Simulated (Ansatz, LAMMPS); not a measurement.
# Gap against volume in amorphous Ge (61 atoms)

Density of this cell: 4.73 g/cm³. The cell holds 61 atoms: 61 Ge. Its edges and angles: a = 11.638 Å, b = 11.725 Å, c = 11.405 Å, α = 87.8°, β = 91.0°, γ = 89.9°. The starting structure: 61 atoms (61 Ge) placed at random at 4.57 g/cm³, melted at 3500 K for 10 ps at fixed volume with the Tersoff potential (Tersoff, Phys. Rev. B 39, 5566 (1989)). Quenched from 3500 K to 100 K at 5 K/ps and fixed volume, held 5 ps, then minimised at fixed cell.

Calculated with Ansatz 0.2.0: Kohn-Sham DFT, PBE, PAW (set soft_1), plane waves; PAW set soft_1; cutoff 420 eV, Γ point, gaussian smearing of 0.05 eV. The relaxed cell was scaled evenly and the atoms were relaxed at each volume. The gap is that between the highest filled and the lowest empty Kohn-Sham level on the run's k-points.

| volume (Å³/atom) | gap (eV) |
| --- | --- |
| 22.940 | 0.3048 |
| 23.960 | 0.3949 |
| 24.725 | ? |
| 25.489 | 0.43 |
| 26.254 | 0.4311 |
| 27.019 | 0.428 |

Task: Fit a straight line in ln V to the rows given and interpolate to the withheld row.

Worked fit:

A volume deformation potential makes the spacing linear in u = ln(V/V0), with V0 = 25.489 Å³ the relaxed volume; v is the spacing.

```
u = ln(V/V0)  v (eV)
   -0.105360  0.3048
  -0.0618749  0.3949
           0    0.43
   0.0295584  0.4311
   0.0582682   0.428
```

With n = 5: mean u = -0.0158817, mean v = 0.39776, Σ(u − ū)² = 0.017937, Σ(u − ū)(v − v̄) = 0.012719. Slope b = 0.012719 / 0.017937 = 0.70908; intercept a = v̄ − b ū = 0.40902.

At the withheld volume u = -0.03046, and v = a + b u.

Prediction at 24.725: 0.3874 eV. The run gave 0.4293 eV, so the fit is low by 0.042 eV (9.8 % of the value).

The rows don't follow a line (correlation 0.82 in size over all rows), so the slope of +0.71 eV is no deformation potential. Among the rows given, the largest miss of the fit is at 23.960, by 0.030 eV (24 % of the range of the table).

Limits: The table spans 16 % in volume, wide for a linear law. Semilocal functionals tend to put gaps under measured ones. Only the Γ point is sampled. Defect or tail levels can set the spacing of a disordered cell.

[Long decimals in the printed logs are rounded to 6 places.]

[Logs are printed without paths, hosts, clocks, repeated set-up lines and the standing remarks that a program may print on its own settings, such as how far it seeks lower states.]

[Hosts, paths, dates, database ids (printed as entryN), source tags and the programs' standing remarks are cut or masked in the printed files.]
